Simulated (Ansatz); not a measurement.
# G0W0 on several functionals: Cs2AgAsF6 (Fm-3m)

Aim: G0W0 for Cs2AgAsF6 (Fm-3m) on several starting functionals, at one mesh, band count and screening cutoff.

Main program and level: Ansatz 0.2.0; G0W0 on several functionals, plane waves, PAW.

In doubt: one-shot GW on d or f shells is unsure, so the values of those runs are not to be relied on.

## (1) Starting point

The structure is cubic, space group Fm-3m (No. 225). The conventional cell has a = 9.195 Å, b = 9.195 Å, c = 9.195 Å, α = 90.00°, β = 90.00°, γ = 90.00°. Nearest to Cs lie 12 F at 3.26 Å. Nearest to Ag lie 6 F at 2.51 Å. Nearest to As lie 6 F at 2.08 Å. Nearest to F lie 1 As at 2.08 Å and 1 Ag at 2.51 Å and 4 Cs at 3.26 Å. Farther neighbours and most contacts between anions are not listed.

As a file:

```cif
data_structure
_symmetry_space_group_name_H-M 'Fm-3m'
_symmetry_Int_Tables_number 225
_cell_length_a 9.1952
_cell_length_b 9.1952
_cell_length_c 9.1952
_cell_angle_alpha 90.000
_cell_angle_beta 90.000
_cell_angle_gamma 90.000
_cell_volume 777.47
loop_
_atom_site_label
_atom_site_type_symbol
_atom_site_symmetry_multiplicity
_atom_site_Wyckoff_symbol
_atom_site_fract_x
_atom_site_fract_y
_atom_site_fract_z
_atom_site_occupancy
Cs1 Cs 8 c 0.25000 0.25000 0.75000 1
Ag1 Ag 4 b 0.50000 0.00000 0.00000 1
As1 As 4 a 0.00000 0.00000 0.00000 1
F1 F 24 e 0.22672 0.00000 0.00000 1
```

The cell and positions are those that the Materials Project relaxed with its own functionals (PBE, PBE+U or r2SCAN), kept fixed. Spin-orbit coupling is left out unless a step names it.

## (2) G0W0 on LDA

Now the one-shot GW correction: screening in the RPA, then the self-energy of the levels asked for. This step takes PAW set soft_1 files.

This step: G0W0 on LDA, plane waves, PAW; PAW set soft_1.

Input file input.yaml:

```yaml
crystal:
  lattice:
    - [0.0, 4.5976094258, 4.5976094258]
    - [4.5976094258, 0.0, 4.5976094258]
    - [4.5976094258, 4.5976094258, 0.0]
  atoms:
    - { symbol: Cs, position: [0.75, 0.75, 0.75] }
    - { symbol: Cs, position: [0.25, 0.25, 0.25] }
    - { symbol: Ag, position: [0.5, 0.5, 0.5] }
    - { symbol: As, position: [0.0, 0.0, 0.0] }
    - { symbol: F, position: [0.77327897, 0.22672103, 0.22672103] }
    - { symbol: F, position: [0.22672103, 0.22672103, 0.77327897] }
    - { symbol: F, position: [0.22672103, 0.77327897, 0.77327897] }
    - { symbol: F, position: [0.22672103, 0.77327897, 0.22672103] }
    - { symbol: F, position: [0.77327897, 0.22672103, 0.77327897] }
    - { symbol: F, position: [0.77327897, 0.77327897, 0.22672103] }
kpoints:
  mp_grid: { grid: [4, 4, 4] }
hamiltonian:
  xc: lda
  pseudopotentials: { kind: paw, azcp: { folder: soft_1 }, xc_functional: pbe }
scf:
  occupations: { method: fixed }
gw:
  n_empty_bands: 1065
  ecut_chi: 180.0
  qp_bands: [v3, c3]
  qp_kpoints: band_edges
  screening: { model: contour_deformation }
```

On the command line:

```console
$ ansatz run input.yaml --threads 2 --pin off --max-ram 92160MiB --backend cuda --events-out ev --progress --plain --runs-dir out --devices 1 --max-vram 13GiB
```

Numbers of over 12 decimals in the logs are rounded to 6 here.

Output:

```text
GPUs: using 1 of 1 available (devices: 1).
Engine: ansatz 0.2.0, x86_64-unknown-linux-gnu
Pseudopotentials: kind: paw
Pseudopotential: Cs, paw, valence charge 9, recommended cutoff 420 eV (normal), soft_1/Cs.paw.azcp
Pseudopotential: Ag, paw, valence charge 19, recommended cutoff 420 eV (normal), soft_1/Ag.paw.azcp
Pseudopotential: As, paw, valence charge 15, recommended cutoff 420 eV (normal), soft_1/As.paw.azcp
Pseudopotential: F, paw, valence charge 7, recommended cutoff 420 eV (normal), soft_1/F.paw.azcp
Functional definition: SPW92
  exchange = slater_x
  correlation = pw_c
device memory: the entry about to start is reckoned to put 2.8 GiB on a device that reports 42.4 GiB free (of which the cap on the GPU budget leaves the run 13.0 GiB)
GPU FFT provider: cuFFT
GPU libraries: cuBLAS 13.8.2, cuFFT 12.4.0, cuSOLVER 12.3.4
Crystal: 10 atoms, lattice volume = 194.369 Å³
Basis set: ecut = 420 eV, 3839 PW (Γ)
Bands: 57, of which v1, the nominal top of the filled ones, is band 47 counted from 1 (46 counted from 0)
Symmetry: 48 space group operations
Space group: Fm-3m (ITA 225), of the structure as read, at distance tolerance 5.8e-5 Å
k-points: 8 of 64
Non-local potential: Cs, projectors of the file, l = 0: 3, l = 1: 2, l = 2: 2, l = 3: 2
Non-local potential: Ag, projectors of the file, l = 0: 3, l = 1: 2, l = 2: 2, l = 3: 1
Non-local potential: As, projectors of the file, l = 0: 2, l = 1: 2, l = 2: 3, l = 3: 1
Non-local potential: F, projectors of the file, l = 0: 2, l = 1: 2, l = 2: 1
PAW form: soft (Blöchl's): semilocal exchange-correlation on the pseudo side does not see the compensation charge
PAW frozen core: Cs, regenerated for the run's functional, and the local potential with it (the file was generated under x = pbe(κ = 0.804, μ = 0.219515), c = pbe(β = 0.066725))
PAW frozen core: Ag, regenerated for the run's functional, and the local potential with it (the file was generated under x = pbe(κ = 0.804, μ = 0.219515), c = pbe(β = 0.066725))
PAW frozen core: As, regenerated for the run's functional, and the local potential with it (the file was generated under x = pbe(κ = 0.804, μ = 0.219515), c = pbe(β = 0.066725))
PAW frozen core: F, regenerated for the run's functional, and the local potential with it (the file was generated under x = pbe(κ = 0.804, μ = 0.219515), c = pbe(β = 0.066725))
PAW one-centre angular grid: Cs, 194 points (default); XC on 64 Gauss nodes
PAW one-centre angular grid: Ag, 590 points (default); XC on 64 Gauss nodes
PAW one-centre angular grid: As, 590 points (default); XC on 64 Gauss nodes
PAW one-centre angular grid: F, 110 points (default); XC on 64 Gauss nodes
Initial density: superposition of atomic densities (chi_scale 0.1, normalization cell, long waves kept (reshape's long-wave potential 0.02 eV rms))
Initial wavefunctions: pseudopotential atomic-orbital guess
GPU buffer pool allocated for 91125 grid points (all kernels)
GPU transforms: local potential and band sums: pruned to the plane-wave sphere, on 45×45×45
Functional: x = slater, c = lda
SCF iter   1: F=—  HF=-28025.739104 eV  |F-HF|=—  |Δ(HF+E_count)|=         —  Δρ=1.88e-1  dr2=6.68e1  ethr=3.10e-3  ⟨swp⟩=4.9  Hψ=1490  notcnv=0  defer=45
preconditioner: auto → Resta (q_TF=auto, 2.417 Å⁻¹)  ε∞=4.4  [insulator: Δε(μ)=0.438 eV  Ē_g=12.183 eV  n_scr=58 (ndim 8)  ℏωp=22.6 eV  f_vac=0.022  ε∞_Penn≈4.4]
SCF iter   2: F=—  HF=-28011.123723 eV  |F-HF|=—  |Δ(HF+E_count)|=    1.46e1  Δρ=8.00e-2  dr2=7.66e0  ethr=3.10e-3  ⟨swp⟩=4.0  Hψ=1192  notcnv=0  defer=52
SCF iter   3: F=—  HF=-28009.397861 eV  |F-HF|=—  |Δ(HF+E_count)|=    1.73e0  Δρ=1.98e-2  dr2=1.30e0  ethr=3.10e-3  ⟨swp⟩=2.1  Hψ=872  notcnv=0  defer=45
SCF iter   4: F=—  HF=-28008.982147 eV  |F-HF|=—  |Δ(HF+E_count)|=   4.16e-1  Δρ=5.45e-3  dr2=1.58e-1  ethr=1.39e-3  ⟨swp⟩=3.1  Hψ=880  notcnv=0  defer=57
SCF iter   5: F=—  HF=-28008.917505 eV  |F-HF|=—  |Δ(HF+E_count)|=   6.46e-2  Δρ=2.32e-3  dr2=1.63e-2  ethr=1.68e-4  ⟨swp⟩=2.9  Hψ=885  notcnv=0  defer=58
SCF iter   6: F=—  HF=-28008.912197 eV  |F-HF|=—  |Δ(HF+E_count)|=   5.31e-3  Δρ=8.93e-4  dr2=1.46e-3  ethr=1.73e-5  ⟨swp⟩=3.0  Hψ=823  notcnv=0  defer=58
SCF iter   7: F=—  HF=-28008.911759 eV  |F-HF|=—  |Δ(HF+E_count)|=   4.39e-4  Δρ=3.30e-4  dr2=1.90e-4  ethr=1.56e-6  ⟨swp⟩=2.0  Hψ=779  notcnv=0  defer=58
SCF iter   8: F=—  HF=-28008.911738 eV  |F-HF|=—  |Δ(HF+E_count)|=   2.10e-5  Δρ=1.25e-4  dr2=3.21e-5  ethr=2.02e-7  ⟨swp⟩=2.0  Hψ=789  notcnv=0  defer=57
SCF iter   9: F=—  HF=-28008.911727 eV  |F-HF|=—  |Δ(HF+E_count)|=   1.10e-5  Δρ=2.33e-5  dr2=1.68e-6  ethr=3.41e-8  ⟨swp⟩=2.0  Hψ=814  notcnv=0  defer=45
SCF iter  10: F=-28008.911727 eV  HF=-28008.911727 eV  |F-HF|=1.35e-8  |Δ(HF+E_count)|=   1.23e-7  Δρ=3.89e-6  dr2=4.27e-8  ethr=1.06e-10  ⟨swp⟩=10.1  Hψ=2146  notcnv=0
SCF 1 converged in 10 iterations: F = -28008.911727 eV  dr2 = 4.27e-8
  greatest PAW one-centre occupation: 1.000 electrons in one spin orbital (limit 2), on the Ag atom at site 2 (counted from 0), in its partial waves of l = 0
device memory: the entry about to start is reckoned to put 3.4 GiB on a device that reports 41.9 GiB free (of which the cap on the GPU budget leaves the run 13.0 GiB)
NSCF: frozen V_eff on 8 k-points
the band table was solved once the SCF had ended and its energy, with any forces and stress, was formed, with the checks that follow a solve (1700 applications of the Hamiltonian). They found nothing against the state; the energy, forces and stress were not computed again (output.eigenvalues in the input reference)
device memory: the entry about to start is reckoned to put 5.5 GiB on a device that reports 42.2 GiB free (of which the cap on the GPU budget leaves the run 13.0 GiB)
NSCF: frozen V_eff on 8 k-points
G₀W₀ screening: q 1/8
[... further progress lines ...]
device memory: the entry about to start is reckoned to put 1.2 GiB on a device that reports 33.9 GiB free (of which the cap on the GPU budget leaves the run 13.0 GiB)
NSCF: frozen V_eff on 1 k-points
SCF converged after 10 iterations
Free energy (F): -28008.911727 eV
Harris-Foulkes:  -28008.911727 eV  (|F-HF|=1.35e-8)
Internal energy: -28008.911727 eV  (E = F + TS)
E sigma→0 (E₀):  -28008.911727 eV
Fermi energy:    4.815895 eV
--- Per-component energies (eV) ---
  E_band       = -999.885336
  E_kinetic    = 2021.410722
  E_local      = -10488.609352  (includes V_loc(G=0)·N_el)
  E_nonlocal   = 238.469339
  E_hartree    = 4720.399121
  E_xc         = -1031.184803
  E_vxc        = -1129.221983  (∫ρ·V_xc dr)
  E_paw        = -16699.932635  (= ΣΔE_a)
  E_vpaw       = -1082.743720  (= ΣTr[D̂ρ^β])
  E_aug_tail   = 0.004480  (compensation charges beyond the density's cutoff)
  E_ewald      = -6773.489267
  E_core_change = 4.020667  (= ΣΔE_core)
  E_smearing   = -0.000000  (= −TS)
  E_closure    = 0.000000  (closes the sum)
  Σ components = -28008.911727   (vs F -28008.911727, Δ=0.00e0)
--- Band table (eV; the first three rows and the last of 8) ---
  k-point 0: bands = [... 43 lower, 3.0900, 3.0900, 3.7852, 3.7852, 8.2628, 8.4233, 8.4233, 8.4233, ... 6 higher]
  k-point 1: bands = [... 43 lower, 3.1192, 3.3254, 3.6471, 3.6471, 7.4828, 8.8542, 8.8542, 9.5631, ... 6 higher]
  k-point 2: bands = [... 43 lower, 3.1381, 3.5244, 3.5244, 3.7627, 7.0578, 9.3720, 9.3720, 10.4309, ... 6 higher]
  k-point 7: bands = [... 43 lower, 3.1500, 3.2067, 3.5963, 4.7163, 7.8323, 9.0451, 9.0451, 9.7586, ... 6 higher]
--- G₀W₀: contour deformation, 7 samples at zero and on the imaginary axis and 2 off it, 64 q-points, 1065 empty bands' worth ---
  eigenvalues of the whole cell's RPA ε∞ on this k-mesh (on a slab, of 1 + 4πα/V) = 3.0618, 3.0618, 3.0618; static W/v taken at q = 0 is 0.326604
  bands read: the sum over 1112 bands ends inside a degenerate multiplet in 2 slots, whose members it reads at an even weight; the widest, k=1: bands 1112 to 1113 (counted from 1) at 1/2 each
  gw.qp_kpoints: band_edges: 8 of 8 stored k-points solved, in 1 pass; an edge of the gap read off the rows below is read off those points alone
    ik  band        ε_KS         Σx   Σc(E_QP)       V_xc       Z   E_QP_lin       E_QP  E_QP is
     0    45      3.0900   -34.5922     5.2421   -27.9664  0.7259     1.6321     1.7063  root
     0    46      3.7852   -35.4420     5.1570   -29.0119  0.7316     2.4571     2.5121  root
     0    47      3.7852   -35.4420     5.1570   -29.0119  0.7316     2.4571     2.5121  root
     0    48      8.2628   -11.0936    -3.7399   -16.0148  0.7896     9.4774     9.4441  root
     0    49      8.4233   -10.1117    -3.7912   -15.0994  0.7985     9.6495     9.6197  root
     0    50      8.4233   -10.1117    -3.7912   -15.0994  0.7985     9.6495     9.6197  root
     1    45      3.3254   -25.6397     3.0320   -21.8630  0.7404     2.5641     2.5807  root
     1    46      3.6471   -35.0953     5.1381   -28.6736  0.7291     2.3029     2.3636  root
     1    47      3.6471   -35.0953     5.1381   -28.6736  0.7291     2.3029     2.3636  root
     1    48      7.4828   -10.4450    -3.7533   -15.3398  0.8002     8.6468     8.6244  root
     1    49      8.8542   -11.6262    -3.7813   -16.6419  0.7850    10.1280    10.0887  root
     1    50      8.8542   -11.6262    -3.7813   -16.6419  0.7850    10.1280    10.0887  root
     2    45      3.5244   -34.9236     5.1663   -28.4608  0.7262     2.1608     2.2279  root
     2    46      3.5244   -34.9236     5.1663   -28.4608  0.7262     2.1608     2.2279  root
     2    47      3.7627   -27.1335     3.1892   -23.2105  0.7418     3.0165     3.0290  root
     2    48      7.0578    -9.0807    -3.9989   -14.2196  0.8085     8.2184     8.1977  root
     2    49      9.3720   -13.8604    -3.8511   -19.0215  0.7613    10.7251    10.6821  root
     2    50      9.3720   -13.8604    -3.8511   -19.0215  0.7613    10.7251    10.6821  root
     3    45      3.1488   -34.7064     5.3009   -28.0277  0.7265     1.7004     1.7711  root
     3    46      3.7865   -35.4584     5.1621   -29.0224  0.7315     2.4574     2.5127  root
     3    47      4.0063   -30.7456     3.8936   -25.8569  0.7436     2.9851     3.0111  root
     3    48      7.7486   -11.3242    -3.6531   -16.1300  0.7935     8.9263     8.9012  root
     3    49      8.7753   -11.2981    -3.8785   -16.4095  0.7860    10.0466    10.0081  root
     3    50      8.7753   -11.2981    -3.8785   -16.4095  0.7860    10.0466    10.0081  root
[...]
6    49      8.9269   -12.1756    -3.6389   -17.0701  0.7841    10.2231    10.1824  root
     6    50      9.1137   -12.5396    -4.0170   -17.8290  0.7711    10.4384    10.3861  root
     7    45      3.2067   -34.8444     5.3539   -28.1154  0.7271     1.7636     1.8316  root
     7    46      3.5963   -34.9669     5.1265   -28.5531  0.7280     2.2453     2.3089  root
     7    47      4.7163   -31.6779     3.7695   -27.0164  0.7487     3.8086     3.8243  root
     7    48      7.8323    -9.7052    -4.1771   -15.0787  0.7937     9.0602     9.0287  root
     7    49      9.0451   -12.5003    -3.8411   -17.6102  0.7760    10.3602    10.3140  root
     7    50      9.0451   -12.5003    -3.8411   -17.6102  0.7760    10.3602    10.3140  root
```

Elapsed: 86 s, on 1 × NVIDIA H100 80GB HBM3 (shared by 6 runs) with 2 threads of AMD EPYC 7R13 (Zen 3), shared host; peak memory 3.6 GiB.

In the SCF lines HF is the Harris–Foulkes energy and dr2 the Hartree energy of the density residual, in eV; the loop may stop once dr2 is under the threshold and the program's other checks hold. Hψ counts applications of the Hamiltonian.

Numbers from this step:

```yaml
bands_summed: 1112
rpa_eps_infinity_on_this_mesh_eigenvalues: 3.062, 3.062, 3.062
plane_waves_in_the_screening_matrix: 1067
q_points_in_the_mesh: 64
g0w0_gap_on_the_mesh: 4.263 eV
k_of_the_valence_top: 0, -0.5, -0.5
k_of_the_conduction_bottom: 0, 0, -0.5
starting_gap_on_the_mesh: 2.242 eV
z_at_the_valence_top: 0.7502
z_at_the_conduction_bottom: 0.8085
least_direct_g0w0_gap_on_the_computed_points: 5.151 eV
```

The gap on the mesh goes from 2.24 eV to 4.26 eV, a correction of +2.02 eV. Between the two edge states, bare exchange in place of the xc potential would open the gap by 9.73 eV, and correlation takes back 7.71 eV.

(Continued in part 2 of 2.)

[Paths, hosts, dates, memory and timing lines, banners, echoed tables and standing remarks are left out of the program output.]

[Logs are printed without paths, hosts, clocks, repeated set-up lines and the standing remarks that a program may print on its own settings, such as how far it seeks lower states.]

[Runs of the session that timed out or met a known fault of the program may be left out.]

[Cells called generated may have been cut or substituted from an entry of the Crystallography Open Database or the Materials Project.]

[Hosts, paths, dates, database ids (printed as entryN), source tags and the programs' standing remarks are cut or masked in the printed files.]
